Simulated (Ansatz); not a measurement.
# Lattice dynamics of MgI2 monolayer (1T), part 3 of 3

Wanted: phonon frequencies of MgI2 monolayer (1T) and what follows from them.

Ansatz 0.2.0; DFT PBE, scalar-relativistic, plane waves, PAW.

So far. Step 3 (Relaxing to small forces for the phonons): The largest force component left is 0.0040 meV/Å, within the tolerances set. Step 4 (Modes at Γ): Before it was imposed, the acoustic sum rule was missed by 7.3e-5 eV/Å² and the charge sum rule by 0.0012 e. Small misses are needed for a sound result but don't prove that mesh and cutoff are converged. The lowest optical mode is real, 58.6 cm⁻¹.

## (5) Response at finite wavevector (continued)

Interpolated from a 3×3×1 q mesh, with the LO-TO term (at Γ the limit along the path; where Γ stands inside the path, tables give the limit on arrival). Phonon branches along the path, in cm⁻¹:

```
  point  branch 1  branch 2  branch 3  branch 4  branch 5  branch 6  branch 7  branch 8  branch 9
      Γ         0         0         0        59        59       101       161       161       278
halfway        24        38        60        62        84        97       163       206       240
      M        58        60        60        72        87       103       143       154       253
halfway        58        66        68        71        87        99       148       169       235
      K        61        66        66        86        86        94       154       199       199
halfway        30        46        64        68        83        96       159       209       228
      Γ         0         0         0        59        59       101       161       161       278
```

The phonon branches as a text plot (rows in cm⁻¹):

```
    272 |***                                                 ****
    260 |   **                                             **
    248 |     **      ************                       **
    236 |       ******            **
    224 |   ******                  **         **************
    213 | **                          **   ****     **       ***
    201 |         **                    ***       **
    189 |           **                ***  *******
    177 |                           **
    165 |***************        ****                  ***********
    153 |             **********   *******************
    142 |                 *********
    130 |
    118 |
    106 |***              *********                          ****
     94 |   ****************       **************************
     83 |       ******      *****************************
     71 |   ****    **********************************   ****
     59 |********************************************************
     47 |       **  ******                     ***  **   **
     35 |     ********                            *******  **
     23 |   ****  **                                  *******
     12 | ****  **                                       **  ***
      0 |*******                                           ******
         Γ                   M           K                      Γ
```

Tetrahedra on a 18×18×1 mesh, mean over bins of 5 cm-1. Interpolated from a 3×3×1 q mesh. Phonon density of states against wavenumber; read off at these points:

| wavenumber (cm⁻¹) | phonon density of states (1/cm⁻¹/cell) |
| --- | --- |
| -8 | 0.00607 |
| 2 | 0.00498 |
| 12 | 0.0115 |
| 22 | 0.0187 |
| 32 | 0.0270 |
| 42 | 0.0384 |
| 52 | 0.0608 |
| 62 | 0.142 |
| 68 | 0.161 |
| 72 | 0.100 |
| 82 | 0.0650 |
| 88 | 0.103 |
| 92 | 0.00738 |
| 98 | 0.165 |
| 102 | 0.0326 |
| 112 | 0 |
| 122 | 0 |
| 132 | 0 |
| 138 | 0 |
| 148 | 0.0610 |
| 158 | 0.0446 |
| 162 | 0.0751 |
| 168 | 0.0130 |
| 178 | 0.0153 |
| 188 | 0.0252 |
| 198 | 0.00961 |
| 208 | 0.00893 |
| 218 | 0.0158 |
| 228 | 0.0346 |
| 238 | 0.0381 |
| 248 | 0.0248 |
| 258 | 0.0035 |
| 268 | 0.00286 |
| 278 | 4.0e-4 |

The partial phonon density of states has structure finer than the step of the table below, so its rows give means over 10 cm⁻¹, whole bins alone (the curve runs from -17.8 to 296 cm⁻¹). Peaks (cm⁻¹: height): I 67.1: 0.153, 86.8: 0.0844, 96.7: 0.128; Mg 153.9: 0.0457, 163.7: 0.0578, 187.4: 0.0349, 205.2: 0.0184, 228.8: 0.0362, 244.6: 0.0323.

Phonopy on the run's constants, 15x15x1 mesh, Gaussian sigma 2.2 cm-1. Interpolated from a 3×3×1 q mesh. Table of partial phonon density of states by wavenumber; means over each step; values in 1/cm⁻¹/cell:

```csv
wavenumber (cm⁻¹),I,Mg
-10,0.00564,5.2e-4
0,0.00332,3.1e-4
10,0.00878,8.1e-4
20,0.0153,0.00141
30,0.0226,0.00204
40,0.0320,0.00281
50,0.0519,0.00427
60,0.114,0.00528
70,0.122,0.00363
80,0.0496,0.00230
90,0.0665,0.00296
100,0.0800,2.5e-4
110,0.00211,4.0e-6
120,0,0
130,9.0e-7,4.0e-6
140,0.00177,0.00879
150,0.00662,0.0419
160,0.00490,0.0460
170,0.00237,0.0234
180,0.00140,0.0146
190,0.00202,0.0224
200,0.00125,0.0146
210,8.2e-4,0.0107
220,5.8e-4,0.00988
230,0.00180,0.0294
240,0.00130,0.0221
250,9.2e-4,0.0183
260,5.4e-4,0.00805
270,2.4e-4,0.00255
280,7.1e-5,7.4e-4
290,0,5.0e-7
```

Symmetry leaves 3 wavevectors to solve. The lowest mode among them, the acoustic zeros apart, lies at q = (0, 0.333, 0) and is real, 38.7 cm⁻¹. Between them the interpolated path dips to 6i cm⁻¹.

## (6) Isotope substitution

An isotope changes the mass and not the force constants, so no new electronic calculation is needed; the shifts show which modes move this element.

The same force constants with the mass of Mg changed from 24.305 to 25.983 u (phonopy, no LO-TO term). Both lists are sorted by frequency; levels can cross, so a row need not hold one and the same mode. Modes under 3 cm⁻¹ are left out. Isotope shifts, by row:

```
              q  rank  natural mass (cm⁻¹)  changed mass (cm⁻¹)
          0 0 0     4                58.57                58.57
          0 0 0     5                58.57                58.57
          0 0 0     6                100.8                100.8
          0 0 0     7                160.7                155.9
          0 0 0     8                160.7                155.9
          0 0 0     9                277.6                269.3
     0 0.3333 0     1                38.67                38.54
     0 0.3333 0     2                46.73                46.62
     0 0.3333 0     3                62.74                62.69
     0 0.3333 0     4                70.38                70.28
     0 0.3333 0     5                 89.8                89.77
     0 0.3333 0     6                97.16                97.16
     0 0.3333 0     7                159.9                155.1
     0 0.3333 0     8                174.6                169.5
     0 0.3333 0     9                243.7                236.1
0.3333 0.3333 0     1                 61.2                60.96
0.3333 0.3333 0     2                66.35                66.28
0.3333 0.3333 0     3                66.35                66.28
0.3333 0.3333 0     4                85.77                85.67
0.3333 0.3333 0     5                85.77                85.67
0.3333 0.3333 0     6                93.84                93.84
0.3333 0.3333 0     7                153.9                149.4
0.3333 0.3333 0     8                198.9                192.8
0.3333 0.3333 0     9                198.9                192.8
```

A mode of this element alone would shift by -3.28 %. The highest zone-centre frequency without the field goes from 277.6 to 269.3 cm⁻¹ (-3.0 %). The product of the frequency ratios over all optical modes at Γ is 0.913; the product rule, (m/m′)^(3k/2) (M′/M)^(3/2) with k = 1 such atoms and M the mass of the cell, gives 0.913.

## (7) Results

```json
{
  "space group after relaxation (within 0.01 Å)": "P-3m1",
  "area per atom": "5.11 Å²",
  "gap on the k-mesh": "3.66 eV",
  "highest optical mode at the zone centre (no LO-TO term)": "278 cm⁻¹",
  "lowest optical zone-centre mode": "58.6 cm⁻¹",
  "largest Born charge (third of the trace)": "1.82 e",
  "lowest mode on the q mesh (acoustic modes at Γ apart)": "38.7 cm⁻¹",
  "highest frequency on the path or at a solved wavevector": "278 cm⁻¹",
  "imaginary modes on the 3×3×1 q mesh": "none"
}
```

No mode is imaginary at the 3 irreducible wavevectors solved, but between them the interpolated path dips to 6.1i cm⁻¹, so stability is not settled. Without the field, the optical modes at Γ span 59 to 278 cm⁻¹. The highest mode in this list at Γ, 277.6 cm⁻¹, is mostly motion of Mg (91 % of the kinetic energy). The strongest infrared line is at 161 cm⁻¹. Averaged over orientations, the strongest Raman line at 532 nm and 300 K is at 101 cm⁻¹. In a sheet or slab the interpolated bending branch near Γ is rough, since the rotational sum rule isn't imposed. Dielectric tensors refer to the cell with its vacuum. Spin-orbit coupling is left out, which can matter for the heavy elements here. The starting cell was built on a prototype and not taken from a measurement. These are harmonic frequencies at zero temperature: anharmonic shifts, linewidths and thermal expansion are left out.

[Logs are printed without paths, hosts, clocks, repeated set-up lines and the standing remarks that a program may print on its own settings, such as how far it seeks lower states.]

[Hosts, paths, dates, database ids (printed as entryN), source tags and the programs' standing remarks are cut or masked in the printed files.]
